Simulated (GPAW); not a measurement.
Records of electronic-structure calculations.

How the form of the self-energy moves the gap of KTlO2 (R-3m). The structure is trigonal, space group R-3m (No. 166). Conventional cell: a = 3.454 Å, b = 3.454 Å, c = 18.307 Å, α = 90.00°, β = 90.00°, γ = 120.00°. Nearest to K lie 6 O at 2.72 Å. Nearest to Tl lie 6 O at 2.33 Å. Nearest to O lie 3 Tl at 2.33 Å and 3 K at 2.72 Å. Farther neighbours and most contacts between anions are not listed. The calculation used DFT, LDA, plane waves, PAW (and 3 further levels or steps) in GPAW 26.7.0, with cutoff 600 eV, GPAW PAW setups 1.2.1 data release, 4×4×4 k-mesh, nbands 222 in one of its runs. The G0W0, Godby-Needs plasmon pole is 1.806 eV, the one-shot HSE06 is 2.150 eV and the G0W0, extrapolated in the cutoff is 1.996 eV. The one-shot PBE0 is 2.845 eV. The G0W0, full frequency, Hilbert transform is 1.758 eV and the known limits are not at the basis limit; no spin-orbit coupling. It took 6 runs, 19 min in all on 4 MPI ranks of Arm Neoverse V1, shared host (the runs of this entry). One-shot HSE06: +0.344 eV against G0W0, Godby-Needs plasmon pole. G0W0, extrapolated in the cutoff: +0.190 eV against G0W0, Godby-Needs plasmon pole, at other bands or cutoff, so not like for like. The cell and positions are those that the Materials Project relaxed with its own functionals (PBE, PBE+U or r2SCAN), kept fixed. Limits: no spin-orbit coupling. Bands and cutoff are finite, so the gap is not at the basis limit. The miss can reach some tenths of an eV and take either sign; the mesh is an error of its own. The program warns of a poor linear fit in the extrapolation of some level, so the extrapolated values are rough.

[Runs of the session that timed out or met a known fault of the program may be left out.]

[Hosts, paths, dates, database ids (printed as entryN), source tags and the programs' standing remarks are cut or masked in the printed files.]
